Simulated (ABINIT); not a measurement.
# Diamond (Fd-3m, 2 atoms a cell): G0W0 in ABINIT against the bands in the self-energy, part 2 of 2

Wanted: the cheapest bands in the self-energy that holds the gap of Diamond (Fd-3m, 2 atoms a cell).

ABINIT 10.8.3; PBE and many-body steps on it, plane waves. Known limits of the many-body steps: not at the basis limit.

So far. Step 2 (Screening, 8×8×8 mesh, 210 bands, screening to 435.4 eV): Local fields lower ε∞ by 7 %.

### Step 5. 56 bands

Level of this step: G0W0 on PBE, plane waves, norm-conserving pseudopotentials (ABINIT).

The self-energy is evaluated for the states that the input lists, and the levels follow from it, in one-shot runs by the linearised quasiparticle equation.

Contents of run.abi:

```
acell 3*1.0 Angstrom
rprim 
  -0.000000000000 1.783370000000 1.783370000000
  1.783370000000 -0.000000000000 1.783370000000
  1.783370000000 1.783370000000 0.000000000000
ntypat 1
znucl 6
natom 2
typat 1 1
xred 
  -0.000000000000 0.000000000000 0.000000000000
  0.250000000000 0.250000000000 0.250000000000
pp_dirpath "pseudos"
pseudos "C.upf"
ecut 37
ngkpt 8 8 8
nshiftk 1
shiftk 0 0 0
kptopt 1
chksymbreak 0
istwfk *1
occopt 1
irdwfk 1
optdriver 4
nband 56
gwcalctyp 0
ecutsigx 37
symsigma 1
nkptgw 2
kptgw 
  0.0000000000 0.0000000000 0.0000000000
  0.3750000000 0.3750000000 0.0000000000
bdgw 
  2 7
  3 6
ecuteps 16
irdscr 1
ppmodel 1
indata_prefix "in"
outdata_prefix "out"
tmpdata_prefix "tmp"
```

Launch:

```sh
$ OMP_NUM_THREADS=1 mpirun -n 8 abinit run.abi > log
```

What it wrote:

```text
.Version 10.8.3 of ABINIT. v10.8.2 released Aug 2026.

 Symmetries : space group Fd -3 m (#227); Bravais cF (face-center cubic)
[... echo of the input left out ...]
== DATASET  1 ==================================================================
-   mpi_nproc: 8, omp_nthreads: 1 (-1 if OMP is not activated)

--- !DatasetInfo
iteration_state: {dtset: 1, }
dimensions: {natom: 2, nkpt: 29, mband: 56, nsppol: 1, nspinor: 1, nspden: 1, mpw: 869, }
cutoff_energies: {ecut:  37.0, pawecutdg:  -1.0, }
[...]
Band     E0 <VxcDFT>   SigX SigC(E0)      Z dSigC/dE  Sig(E)    E-E0       E
[...]
5  14.483 -14.094  -8.673  -4.745   0.842  -0.188 -13.525   0.569  15.052
        6  17.096 -13.238  -7.304  -5.278   0.843  -0.187 -12.685   0.553  17.649

== END DATASET(S) ==============================================================
================================================================================

 -outvars: echo values of variables after computation  --------
           etotal      0.0000000000E+00
            nband          56
             nkpt          29
          spgroup         227
 [... the other variables as echoed above ...]

 Calculation completed.
```

The job ended after 15 s (8 MPI ranks of Arm Neoverse V1, shared host; peak memory 2 GiB).

This step gave:

* G0W0 gap on the points computed: 5.491 eV
* starting gap on the mesh: 4.190 eV
* k of the valence top: 0, 0, 0
* k of the conduction bottom: 0.375, 0.375, 0
* least direct G0W0 gap on the computed points: 7.425 eV

The gap on the mesh goes from 4.19 eV to 5.49 eV, a correction of +1.30 eV.

### Step 6. 124 bands

Changes to run.abi since step 5:

```diff
@@ -24,3 +24,3 @@
 optdriver 4
-nband 56
+nband 124
 gwcalctyp 0
```

What it wrote:

```text
.Version 10.8.3 of ABINIT. v10.8.2 released Aug 2026.

 Symmetries : space group Fd -3 m (#227); Bravais cF (face-center cubic)
[... echo of the input left out ...]
== DATASET  1 ==================================================================
-   mpi_nproc: 8, omp_nthreads: 1 (-1 if OMP is not activated)

--- !DatasetInfo
iteration_state: {dtset: 1, }
dimensions: {natom: 2, nkpt: 29, mband: 124, nsppol: 1, nspinor: 1, nspden: 1, mpw: 869, }
cutoff_energies: {ecut:  37.0, pawecutdg:  -1.0, }
[...]
Band     E0 <VxcDFT>   SigX SigC(E0)      Z dSigC/dE  Sig(E)    E-E0       E
[...]
5  14.483 -14.094  -8.673  -4.870   0.841  -0.189 -13.630   0.464  14.947
        6  17.096 -13.238  -7.304  -5.393   0.842  -0.187 -12.782   0.456  17.552

== END DATASET(S) ==============================================================
================================================================================

 -outvars: echo values of variables after computation  --------
           etotal      0.0000000000E+00
            nband         124
             nkpt          29
          spgroup         227
 [... the other variables as echoed above ...]

 Calculation completed.
```

Wall time 31 s (8 MPI ranks); peak memory 2.5 GiB.

Numbers from this step:

```yaml
g0w0_gap_on_the_points_computed: 5.528 eV
starting_gap_on_the_mesh: 4.190 eV
k_of_the_valence_top: 0, 0, 0
k_of_the_conduction_bottom: 0.375, 0.375, 0
least_direct_g0w0_gap_on_the_computed_points: 7.433 eV
```

Against the run before, the gap moves by +0.037 eV.

### Step 7. 210 bands

Changes to run.abi since step 6:

```diff
@@ -24,3 +24,3 @@
 optdriver 4
-nband 124
+nband 210
 gwcalctyp 0
```

What it wrote:

```text
.Version 10.8.3 of ABINIT. v10.8.2 released Aug 2026.

 Symmetries : space group Fd -3 m (#227); Bravais cF (face-center cubic)
[... echo of the input left out ...]
== DATASET  1 ==================================================================
-   mpi_nproc: 8, omp_nthreads: 1 (-1 if OMP is not activated)

--- !DatasetInfo
iteration_state: {dtset: 1, }
dimensions: {natom: 2, nkpt: 29, mband: 210, nsppol: 1, nspinor: 1, nspden: 1, mpw: 869, }
cutoff_energies: {ecut:  37.0, pawecutdg:  -1.0, }
[...]
Band     E0 <VxcDFT>   SigX SigC(E0)      Z dSigC/dE  Sig(E)    E-E0       E
[...]
5  14.483 -14.094  -8.673  -4.899   0.841  -0.189 -13.654   0.440  14.923
        6  17.096 -13.238  -7.304  -5.419   0.842  -0.187 -12.804   0.434  17.530

== END DATASET(S) ==============================================================
================================================================================

 -outvars: echo values of variables after computation  --------
           etotal      0.0000000000E+00
            nband         210
             nkpt          29
          spgroup         227
 [... the other variables as echoed above ...]

 Calculation completed.
```

Run time: 51 s. Hardware: 8 MPI ranks; peak memory 3 GiB.

Numbers from this step:

```
G0W0 gap on the points computed              : 5.538 eV
starting gap on the mesh                     : 4.190 eV
k of the valence top                         : 0, 0, 0
k of the conduction bottom                   : 0.375, 0.375, 0
least direct G0W0 gap on the computed points : 7.434 eV
```

Against the run before, the gap moves by +0.010 eV.

### Step 8. Side by side

Times are wall times on 8 MPI ranks of Arm Neoverse V1, shared host, good to a factor of about two. A run's time includes the screening step that it read.

```tsv
run	mesh	bands	screening cutoff (eV)	DFT gap (eV)	gap on the mesh (eV)	direct (eV)	ε∞ used	time
12 bands	8×8×8	12	435.4	4.190	5.377	7.510	5.51	4.3 min
22 bands	8×8×8	22	435.4	4.190	5.415	7.431	5.51	4.4 min
56 bands	8×8×8	56	435.4	4.190	5.491	7.425	5.51	4.5 min
124 bands	8×8×8	124	435.4	4.190	5.528	7.433	5.51	4.8 min
210 bands	8×8×8	210	435.4	4.190	5.538	7.434	5.51	5.1 min
```

### Step 9. Outcome

* 12 bands: 5.377 eV
* 22 bands: 5.415 eV
* 56 bands: 5.491 eV
* 124 bands: 5.528 eV
* 210 bands: 5.538 eV
* known limits: not at the basis limit

In words: The setting moved: bands in the self-energy. From 12 bands to 210 bands the gap moves by +0.16 eV. The last step still moves it by +0.010 eV. Bands and screening cutoff are coupled, so a series along one setting does not show full convergence. Bands and cutoff are finite, so the gap is not at the basis limit. The miss can reach some tenths of an eV and take either sign; the mesh is an error of its own. In the first G0W0 run levels were corrected at 2 k points alone, so a gap called «on the mesh» is the least over those, and an edge elsewhere would be missed.

[Paths, hosts, dates, memory and timing lines, banners, echoed tables and standing remarks are left out of the program output.]

[Logs are printed without paths, hosts, clocks, repeated set-up lines and the standing remarks that a program may print on its own settings, such as how far it seeks lower states.]

[Runs of the session that timed out or met a known fault of the program may be left out.]

[No measured gap is set beside runs whose start may be inverted or whose files or cutoffs have a known fault.]

[Hosts, paths, dates, database ids (printed as entryN), source tags and the programs' standing remarks are cut or masked in the printed files.]

[G0W0 gaps are taken among the corrected bands and points alone; a level outside them can change the order at an edge.]

[Where Ansatz stands beside ABINIT at settings called matched, ABINIT's density can come from a denser mesh and the files from another edition; pairs whose starting gaps differed by over 0.03 eV were left out, so agreement reads better than it is.]
